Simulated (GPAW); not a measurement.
# MgS (P6_3mc): G0W0 with GPAW, start to end

Aim: the G0W0 gap of MgS (P6_3mc) on LDA, step by step.

Calculated with GPAW 26.7.0; LDA and many-body steps on it, plane waves.

### 1. Set-up

Symmetry: P6_3mc, No. 186, hexagonal system. The conventional cell has a = 4.035 Å, b = 4.035 Å, c = 6.432 Å, α = 90.00°, β = 90.00°, γ = 120.00°. Nearest to Mg lie 4 S at 2.45 to 2.47 Å. Nearest to S lie 4 Mg at 2.45 to 2.47 Å. Farther neighbours and most contacts between anions are not listed.

Coordinates:

```
Mg S
1.0
     4.03462    0.00000    0.00000
    -2.01731    3.49409    0.00000
     0.00000    0.00000    6.43229
Mg S
2 2
Cartesian
  2.0173 1.1647 3.1888
  0.0000 2.3294 6.4050
  0.0000 2.3294 2.4394
  2.0173 1.1647 5.6556
```

The cell and positions are those that the Materials Project relaxed with its own functionals (PBE, PBE+U or r2SCAN), kept fixed. This is not the form that MgS usually takes at ambient conditions.

### 2. Ground state

This step: GPAW 26.7.0; DFT, LDA, plane waves, PAW.

The ground-state density comes first.

Contents of run.py:

```python
import json
import numpy as np
from gpaw.mpi import world
from ase import Atoms
from gpaw import GPAW, PW, FermiDirac

atoms = Atoms(['Mg', 'Mg', 'S', 'S'],
    cell=[[4.0346224068, 0.0000000000, 0.0000000000],
      [-2.0173112034, 3.4940854990, 0.0000000000],
      [0.0000000000, 0.0000000000, 6.4322941800]],
    scaled_positions=[[0.6666666667, 0.3333333333, 0.4957548500],
      [0.3333333333, 0.6666666667, 0.9957548500],
      [0.3333333333, 0.6666666667, 0.3792441500],
      [0.6666666667, 0.3333333333, 0.8792441500]],
    pbc=(True, True, True))
calc = GPAW(mode=PW(450),
    xc='LDA',
    kpts={'size': (6, 6, 4), 'gamma': True},
    occupations=FermiDirac(0.001),
    nbands=-8,
    convergence={'density': 1e-6, 'bands': -3},
    maxiter=100,
    txt='gs.txt')
atoms.calc = calc
res = {'energy': atoms.get_potential_energy()}
kpts = calc.get_ibz_k_points()
res['kpts'] = kpts
res['eigenvalues'] = [calc.get_eigenvalues(kpt=k) for k in range(len(kpts))]
res['n_electrons'] = calc.get_number_of_electrons()
calc.write('gs.gpw')

if world.rank == 0:
    with open('result.json', 'w') as f:
        json.dump(res, f, default=lambda x: x.tolist())
```

The run is started by

```bash
$ mpirun -n 4 gpaw python run.py
```

Numbers of over 12 decimals in the logs are rounded to 6 here.

The log of the run:

```text
__  _  _
 | _ |_)|_||  |
 |__||  | ||/\| - 26.7.0

Input parameters:
  mode=PW(ecut=450.000000),
  convergence={'density': 1e-06, 'bands': -3},
  kpts=MonkhorstPack(size=(6, 6, 4), gamma=True),
  maxiter=100,
  nbands=-8,
  occupations=Occupations(name='fermi-dirac', width=0.001, fixmagmom=False),
  xc=XC(name='LDA')
  [... matrices ...]
Diagonalizing LCAO Hamiltonian
Converting LCAO to pw mode

        Mg
            S

            Mg
        S

Atoms  # Å, Bohr magnetons
|   | symbol |         x |        y |        z |    initial magnetic moments |
| 0 |     Mg |  2.017311 | 1.164695 | 3.188841 | ( 0.0000,  0.0000,  0.0000) |
| 1 |     Mg | -0.000000 | 2.329390 | 6.404988 | ( 0.0000,  0.0000,  0.0000) |
| 2 |      S | -0.000000 | 2.329390 | 2.439410 | ( 0.0000,  0.0000,  0.0000) |
| 3 |      S |  2.017311 | 1.164695 | 5.655557 | ( 0.0000,  0.0000,  0.0000) |

Unit cell  # Å
| periodic |         x |        y |        z |  lengths |     angles |
|      yes |  4.034622 | 0.000000 | 0.000000 | 4.034622 |  90.000000 |
|      yes | -2.017311 | 3.494085 | 0.000000 | 4.034622 |  90.000000 |
|      yes |  0.000000 | 0.000000 | 6.432294 | 6.432294 | 120.000000 |

Number of symmetries: 6
Symmetry operations  # r_c * U_cc + t_c -> r_c
|   | kind |            matrix            |
| 0 |  σ   |  1, 1, 0,  0,-1, 0,  0, 0, 1 |
| 1 |  E   |  1, 0, 0,  0, 1, 0,  0, 0, 1 |
| 2 |  C3  |  0, 1, 0, -1,-1, 0,  0, 0, 1 |
| 3 |  σ   |  0,-1, 0, -1, 0, 0,  0, 0, 1 |
| 4 |  σ   | -1, 0, 0,  1, 1, 0,  0, 0, 1 |
| 5 |  C3  | -1,-1, 0,  1, 0, 0,  0, 0, 1 |

BZ-sampling:
  Number of BZ points: 144
  Number of IBZ points: 24

  Monkhorst-Pack size: [6, 6, 4]
  Monkhorst-Pack shift: [0.083333, 0.083333, 0.125]

K-points  # in reciprocal-cell coordinates
|     |                                coordinates |     weight |
|   0 | (  0.00000000,   0.00000000,   0.00000000) | 0.00694444 |
|   1 | (  0.00000000,   0.00000000,   0.25000000) | 0.01388889 |
|   2 | (  0.00000000,   0.00000000,   0.50000000) | 0.00694444 |
|   3 | (  0.16666667,   0.00000000,  -0.25000000) | 0.04166667 |
|   4 | (  0.16666667,   0.00000000,   0.00000000) | 0.04166667 |
|   5 | (  0.16666667,   0.00000000,   0.25000000) | 0.04166667 |
|   6 | (  0.16666667,   0.00000000,   0.50000000) | 0.04166667 |
|   7 | (  0.33333333,  -0.16666667,   0.00000000) | 0.04166667 |
|   8 | (  0.33333333,  -0.16666667,   0.25000000) | 0.08333333 |
|   9 | (  0.33333333,  -0.16666667,   0.50000000) | 0.04166667 |
| ... |                                            |            |
|  23 | (  0.50000000,   0.50000000,   0.50000000) | 0.02083333 |

Plane wave coefficients: 1977
Cutoff: 450.000000 eV

Spin-components: 1 (collinear spins)
Bands:           24
Projectors:      20
Spin-degeneracy: 2
Datatype:        complex128

  Storage: CPU
  Wave functions: 17_961_984 bytes (4_490_496 per core)
  Projectors: 17_213_568 bytes (4_303_392 per core)
  [... matrices ...]
Parallelization:
  kpt:    4
  domain: 1
  band:   1

Density:
  Valence electrons: 32.0
  Components: 1
  Grid points: [20 20 32]
  Charge: 0.0  # |e|

Potential:
  Grid points: [20 20 32]

species:
  Mg:
    name:    Magnesium
    Z:       12.0
    valence: 10
    core:    2
    charge:  0.0  # [|e|]
    compensation charges:
      type: gauss
      rc: 0.33  # [Å]
      lmax: 2
    cutoffs:
      filter: 1.86  # [Å]
      core: 0.54  # [Å]
    projectors
    | kind |    occ | energy [eV] | rcut [Å] |
    |   2s |  2.000 |     -79.291 |    1.090 |
    |   3s |  2.000 |      -4.782 |    1.090 |
    |   2p |  6.000 |     -46.725 |    1.085 |
    |   3p |  0.000 |      -1.374 |    1.085 |
    |    d |        |       0.000 |    1.037 |

    Using partial waves for Mg as LCAO basis

  S:
    name:    Sulfur
    Z:       16.0
    valence: 6
    core:    10
    charge:  0.0  # [|e|]
    compensation charges:
      type: gauss
      rc: 0.24  # [Å]
      lmax: 2
    cutoffs:
      filter: 1.77  # [Å]
      core: 1.66  # [Å]
    projectors
    | kind |    occ | energy [eV] | rcut [Å] |
    |   3s |  2.000 |     -17.278 |    0.974 |
    |   3p |  4.000 |      -7.106 |    0.979 |
    |    s |        |       9.933 |    0.974 |
    |    p |        |      20.105 |    0.979 |
    |    d |        |       0.000 |    0.900 |

    Using partial waves for S as LCAO basis

Reference energy: -32503.627920  # eV

eigensolver:
  PPCG
  Converge bands: -3
  niter=2

density mixing:
  MSR1-Mixer
  Pratt-step length: 0.05
  Maximum mixing coefficient: 0.75
  Old densities: 10
  SVD Regularization: 0.005
  Good broyden scale: 1.0
  Trust region scale: 1.0
  Backstep threshold: 4.0
  History deletion threshold: 6.0
  Fourier metric: weight=20.0, sigma=0.015

occupation numbers:
  Fermi-Dirac:
    width: 0.0010  # eV

poisson solver:
  ecut: 3600.000000  # eV

xc functional:
  name: None

Initialization done in: 0.941 s

convergence criteria:
- Maximum integral of absolute [dens]ity change: 1e-06 electrons / valence electron
- Maximum [total energy] change in last 3 cyles: 0.0005 eV / valence electron
- Maximum integral of absolute [eigenst]ate change: 4e-08 eV^2 / valence electron
maximum number of iterations: 100

SCF iterations
|iter     |     time |      energy | eigst |  dens |
|iter:   1|  |  -19.751032 | +0.71 |       |
|iter:   2|  |  -19.569022 | -0.80 | -1.08 |
|iter:   3|  |  -18.855100 | -1.06 | -1.12 |
|iter:   4|  |  -18.855456 | -2.80 | -1.76 |
|iter:   5|  |  -18.855935c| -3.61 | -2.21 |
|iter:   6|  |  -18.855960c| -5.14 | -3.28 |
|iter:   7|  |  -18.855964c| -6.01 | -3.73 |
|iter:   8|  |  -18.855964c| -7.00 | -4.97 |
|iter:   9|  |  -18.855964c| -7.50c| -5.43 |
|iter:  10|  |  -18.855964c| -8.05c| -6.19c|

Converged in 10 steps
SCF loop duration: 3.344 s (0.334 s/step)
Energy contributions relative to reference atoms: (reference = -32503.627920)
  [... matrices ...]
Energy contributions:
  Kinetic:          13.404859
  Coulomb:         -12.207287
  Zero:             -0.107599
  External:          0.000000
  Xc:              -19.945936
  Entropy:          -0.000000
  Spinorbit:         0.000000
  ----------------------------
  Free energy:     -18.855964
  Extrapolated:    -18.855964

dipole moment: (0.000000, 0.000001, 12.625319)  # |e|*Ang

Fermi level: 2.650
Eigenvalues  # (at kpt = [0.000, 0.000, 0.000])
| band index |      eig [eV] | occ [0-2] |
|          0 |       -71.631 |     2.000 |
|        ... |               |           |
|          8 |        -9.701 |     2.000 |
|          9 |        -8.952 |     2.000 |
|         10 |        -1.604 |     2.000 |
|         11 |         1.104 |     2.000 |
|         12 |         1.104 |     2.000 |
|         13 |         1.530 |     2.000 |
|         14 |         1.530 |     2.000 |
|         15 |         1.693 |     2.000 |
|         16 |         4.845 |     0.000 |
|         17 |         6.119 |     0.000 |
|         18 |         8.960 |     0.000 |
|         19 |         8.960 |     0.000 |
|         20 |         9.706 |     0.000 |
|         21 |         9.989 |     0.000 |
|         22 |         9.989 |     0.000 |
|         23 |        10.569 |     0.000 |

Gap: 3.153 eV
Transition (v -> c):
  (s=0, k=0, n=15, [0.00, 0.00, 0.00]) -> (s=0, k=0, n=16, [0.00, 0.00, 0.00])
No difference between direct/indirect transitions
# Writing to gs.gpw (mode='')
  [... matrices ...]
```

Run time: 6 s. Hardware: 4 MPI ranks of Arm Neoverse V1, shared host; peak memory 0.66 GiB.

This step gave:

```yaml
total_energy: -18.86 eV
gap: 3.153 eV
k_of_the_valence_top: 0, 0, 0
k_of_the_conduction_bottom: 0, 0, 0
least_direct_gap: 3.153 eV
```

The gap is direct, at Γ.

### 3. Bands along the symmetry lines

The cheap functional maps the bands first; the places of the edges decide which points the dearer methods must see.

Contents of run.py:

```python
import json
import numpy as np
from gpaw.mpi import world
from gpaw import GPAW

path = [[0.000000, 0.000000, 0.000000],
    [0.062500, 0.000000, 0.000000],
    [0.125000, 0.000000, 0.000000],
    [0.187500, 0.000000, 0.000000],
    [0.250000, 0.000000, 0.000000],
    [0.312500, 0.000000, 0.000000],
    [0.375000, 0.000000, 0.000000],
    [0.437500, 0.000000, 0.000000],
    [0.500000, 0.000000, 0.000000],
    [0.479167, 0.041667, 0.000000],
    [0.458333, 0.083333, 0.000000],
    [0.437500, 0.125000, 0.000000],
    [0.416667, 0.166667, 0.000000],
    [0.395833, 0.208333, 0.000000],
    [0.375000, 0.250000, 0.000000],
    [0.354167, 0.291667, 0.000000],
    [0.333333, 0.333333, 0.000000],
    [0.291667, 0.291667, 0.000000],
    [0.250000, 0.250000, 0.000000],
    [0.208333, 0.208333, 0.000000],
    [0.166667, 0.166667, 0.000000],
    [0.125000, 0.125000, 0.000000],
    [0.083333, 0.083333, 0.000000],
    [0.041667, 0.041667, 0.000000],
    [0.000000, 0.000000, 0.000000],
    [0.000000, 0.000000, 0.062500],
    [0.000000, 0.000000, 0.125000],
    [0.000000, 0.000000, 0.187500],
    [0.000000, 0.000000, 0.250000],
    [0.000000, 0.000000, 0.312500],
    [0.000000, 0.000000, 0.375000],
    [0.000000, 0.000000, 0.437500],
    [0.000000, 0.000000, 0.500000],
    [0.062500, 0.000000, 0.500000],
    [0.125000, 0.000000, 0.500000],
    [0.187500, 0.000000, 0.500000],
    [0.250000, 0.000000, 0.500000],
    [0.312500, 0.000000, 0.500000],
    [0.375000, 0.000000, 0.500000],
    [0.437500, 0.000000, 0.500000],
    [0.500000, 0.000000, 0.500000],
    [0.479167, 0.041667, 0.500000],
    [0.458333, 0.083333, 0.500000],
    [0.437500, 0.125000, 0.500000],
    [0.416667, 0.166667, 0.500000],
    [0.395833, 0.208333, 0.500000],
    [0.375000, 0.250000, 0.500000],
    [0.354167, 0.291667, 0.500000],
    [0.333333, 0.333333, 0.500000],
    [0.291667, 0.291667, 0.500000],
    [0.250000, 0.250000, 0.500000],
    [0.208333, 0.208333, 0.500000],
    [0.166667, 0.166667, 0.500000],
    [0.125000, 0.125000, 0.500000],
    [0.083333, 0.083333, 0.500000],
    [0.041667, 0.041667, 0.500000],
    [0.000000, 0.000000, 0.500000],
    [0.500000, 0.000000, 0.500000],
    [0.500000, 0.000000, 0.437500],
    [0.500000, 0.000000, 0.375000],
    [0.500000, 0.000000, 0.312500],
    [0.500000, 0.000000, 0.250000],
    [0.500000, 0.000000, 0.187500],
    [0.500000, 0.000000, 0.125000],
    [0.500000, 0.000000, 0.062500],
    [0.500000, 0.000000, 0.000000],
    [0.333333, 0.333333, 0.500000],
    [0.333333, 0.333333, 0.437500],
    [0.333333, 0.333333, 0.375000],
    [0.333333, 0.333333, 0.312500],
    [0.333333, 0.333333, 0.250000],
    [0.333333, 0.333333, 0.187500],
    [0.333333, 0.333333, 0.125000],
    [0.333333, 0.333333, 0.062500],
    [0.333333, 0.333333, 0.000000]]
calc = GPAW('gs.gpw').fixed_density(kpts=path,
    symmetry='off',
    nbands=26,
    convergence={'bands': 22},
    txt='bands.txt')
res = {}
kpts = calc.get_ibz_k_points()
res['kpts'] = kpts
res['eigenvalues'] = [calc.get_eigenvalues(kpt=k) for k in range(len(kpts))]
res['n_electrons'] = calc.get_number_of_electrons()

if world.rank == 0:
    with open('result.json', 'w') as f:
        json.dump(res, f, default=lambda x: x.tolist())
```

The run is started by

```bash
$ mpirun -n 4 gpaw python run.py
```

The log of the run:

```text
Diagonalizing LCAO Hamiltonian
Converting LCAO to pw mode
convergence criteria:
- Maximum integral of absolute [eigenst]ate change: 4e-08 eV^2 / valence electron
maximum number of iterations: 100

SCF iterations
|iter     |     time |      energy | eigst |  dens |
|iter:   1|  |             | +0.76 |       |
|iter:   2|  |             | -0.57 |       |
|iter:   3|  |             | -1.38 |       |
[...]
|iter:   8|  |             | -6.17 |       |
|iter:   9|  |             | -6.88 |       |
|iter:  10|  |             | -7.68c|       |
SCF steps: 10
  __  _  _
 | _ |_)|_||  |
 |__||  | ||/\| - 26.7.0

Input parameters:
  mode=PW(ecut=450.000000),
  convergence={'bands': 22},
  gpts=array([20, 20, 32]),
  kpts=KPoints(kpts=array([[0.      , 0.      , 0.      ],
         [0.0625  , 0.      , 0.      ],
         [0.125   , 0.      , 0.      ],
         [0.1875  , 0.      , 0.      ],
[...]
[0.479167, 0.041667, 0.      ],
         [0.458333, 0.083333, 0.      ],
[...]
[0.416667, 0.166667, 0.      ],
[...]
[0.5     , 0.      , 0.0625  ],
         [0.5     , 0.      , 0.      ],
[...]
[0.333333, 0.333333, 0.125   ],
         [0.333333, 0.333333, 0.0625  ],
         [0.333333, 0.333333, 0.      ]])),
  maxiter=100,
  nbands=26,
  occupations=Occupations(name='fermi-dirac', width=0.001, fixmagmom=False),
  parallel={},
  symmetry=Symmetry(point_group=False, time_reversal=False),
  xc=XC(name='LDA')
```

Wall time 13 s (4 MPI ranks); peak memory 0.76 GiB.

Numbers from this step:

- gap: 3.153 eV
- k of the valence top: 0, 0, 0
- k of the conduction bottom: 0, 0, 0
- least direct gap: 3.153 eV

The gap is 3.153 eV, as in the run before at this level.

Electronic bands along the path, in eV, zero at the top of the highest filled band:

| point | band 13 | band 14 | band 15 | band 16 | band 17 | band 18 | band 19 | band 20 |
| --- | --- | --- | --- | --- | --- | --- | --- | --- |
| Γ | -0.59 | -0.16 | -0.16 | 0.00 | 3.15 | 4.43 | 7.27 | 7.27 |
| halfway | -1.56 | -0.98 | -0.31 | -0.28 | 4.73 | 5.26 | 6.40 | 7.01 |
| M | -1.93 | -1.27 | -0.96 | -0.48 | 4.48 | 4.99 | 5.57 | 7.30 |
| halfway | -1.85 | -1.69 | -1.05 | -0.94 | 4.88 | 5.44 | 6.19 | 7.35 |
| K | -2.36 | -1.39 | -1.38 | -1.38 | 4.62 | 6.79 | 7.13 | 7.13 |
| halfway | -1.99 | -1.09 | -0.57 | -0.37 | 5.26 | 5.98 | 6.13 | 6.22 |
| Γ | -0.59 | -0.16 | -0.16 | 0.00 | 3.15 | 4.43 | 7.27 | 7.27 |
| halfway | -0.53 | -0.53 | -0.23 | -0.23 | 3.86 | 4.57 | 7.23 | 7.23 |
| A | -0.38 | -0.38 | -0.38 | -0.38 | 4.65 | 4.65 | 7.38 | 7.38 |
| halfway | -0.93 | -0.93 | -0.67 | -0.67 | 5.12 | 5.12 | 6.55 | 6.55 |
| L | -0.92 | -0.92 | -0.82 | -0.82 | 4.40 | 4.40 | 6.08 | 6.08 |
| halfway | -1.55 | -1.55 | -0.61 | -0.61 | 4.95 | 4.95 | 6.44 | 6.44 |
| H | -2.05 | -2.05 | -0.54 | -0.54 | 5.56 | 5.56 | 6.17 | 6.17 |
| halfway | -1.06 | -1.06 | -0.75 | -0.75 | 5.35 | 5.35 | 6.64 | 6.64 |
| A | -0.38 | -0.38 | -0.38 | -0.38 | 4.65 | 4.65 | 7.38 | 7.38 |
| jump to L | -0.92 | -0.92 | -0.82 | -0.82 | 4.40 | 4.40 | 6.08 | 6.08 |
| halfway | -1.49 | -1.17 | -0.71 | -0.62 | 4.27 | 4.64 | 6.45 | 6.54 |
| M | -1.93 | -1.27 | -0.96 | -0.48 | 4.48 | 4.99 | 5.57 | 7.30 |
| jump to H | -2.05 | -2.05 | -0.54 | -0.54 | 5.56 | 5.56 | 6.17 | 6.17 |
| halfway | -2.41 | -1.61 | -0.91 | -0.91 | 5.12 | 6.19 | 6.19 | 6.73 |
| K | -2.36 | -1.39 | -1.38 | -1.38 | 4.62 | 6.79 | 7.13 | 7.13 |

### 4. Empty states on the mesh, 3×3×2 mesh, 315 bands

The sums over transitions need many empty states on a uniform mesh; this step solves for them.

Contents of run.py:

```python
import json
import numpy as np
from gpaw.mpi import world
from gpaw import GPAW

calc = GPAW('gs.gpw').fixed_density(kpts={'size': (3, 3, 2), 'gamma': True},
    parallel={'domain': 1, 'band': 1},
    txt='nscf.txt')
calc.diagonalize_full_hamiltonian(nbands=315)
calc.write('full.gpw', mode='all')
res = {}
kpts = calc.get_ibz_k_points()
res['kpts'] = kpts
res['eigenvalues'] = [calc.get_eigenvalues(kpt=k) for k in range(len(kpts))]
res['n_electrons'] = calc.get_number_of_electrons()

if world.rank == 0:
    with open('result.json', 'w') as f:
        json.dump(res, f, default=lambda x: x.tolist())
```

The run is started by

```bash
$ mpirun -n 4 gpaw python run.py
```

The log of the run:

```text
Diagonalizing LCAO Hamiltonian
Converting LCAO to pw mode
convergence criteria:
- Maximum integral of absolute [eigenst]ate change: 4e-08 eV^2 / valence electron
maximum number of iterations: 100

SCF iterations
|iter     |     time |      energy | eigst |  dens |
|iter:   1|  |             | +0.70 |       |
|iter:   2|  |             | -0.69 |       |
|iter:   3|  |             | -1.44 |       |
[...]
|iter:  10|  |             | -6.47 |       |
|iter:  11|  |             | -7.13 |       |
|iter:  12|  |             | -7.73c|       |
SCF steps: 12
  __  _  _
 | _ |_)|_||  |
 |__||  | ||/\| - 26.7.0

Input parameters:
  mode=PW(ecut=450.000000),
  convergence={'density': 1e-06, 'bands': -3},
  gpts=array([20, 20, 32]),
  kpts=MonkhorstPack(size=(3, 3, 2), gamma=True),
  maxiter=100,
  nbands=24,
  occupations=Occupations(name='fermi-dirac', width=0.001, fixmagmom=False),
  parallel={'domain': 1, 'band': 1},
  xc=XC(name='LDA')
Matrix size: 1949x1949
# Writing to full.gpw (mode='all')
  [... matrices ...]

timing:  # [seconds]
  Total: 16.713  # ━━━━━━━━━━━━━━━━━━━━━━━━━━━━━━━━━━━━━━━━━━━━━━━━━━━━━━━━━━
```

Elapsed: 20 s, on 4 MPI ranks; peak memory 1.6 GiB; 82 s of CPU time.

This step gave:

```yaml
gap: 3.153 eV
k_of_the_valence_top: 0, 0, 0
k_of_the_conduction_bottom: 0, 0, 0
least_direct_gap: 3.153 eV
k_points_computed: 6
lowest_point_of_the_top_converged_band_above_the_valence_top: 120.6806 eV
```

On this mesh the gap is 3.153 eV.

[end of part 1 of 2]

[Paths, hosts, dates, memory and timing lines, banners, echoed tables and standing remarks are left out of the program output.]

[Logs are printed without paths, hosts, clocks, repeated set-up lines and the standing remarks that a program may print on its own settings, such as how far it seeks lower states.]

[Runs of the session that timed out or met a known fault of the program may be left out.]

[Hosts, paths, dates, database ids (printed as entryN), source tags and the programs' standing remarks are cut or masked in the printed files.]
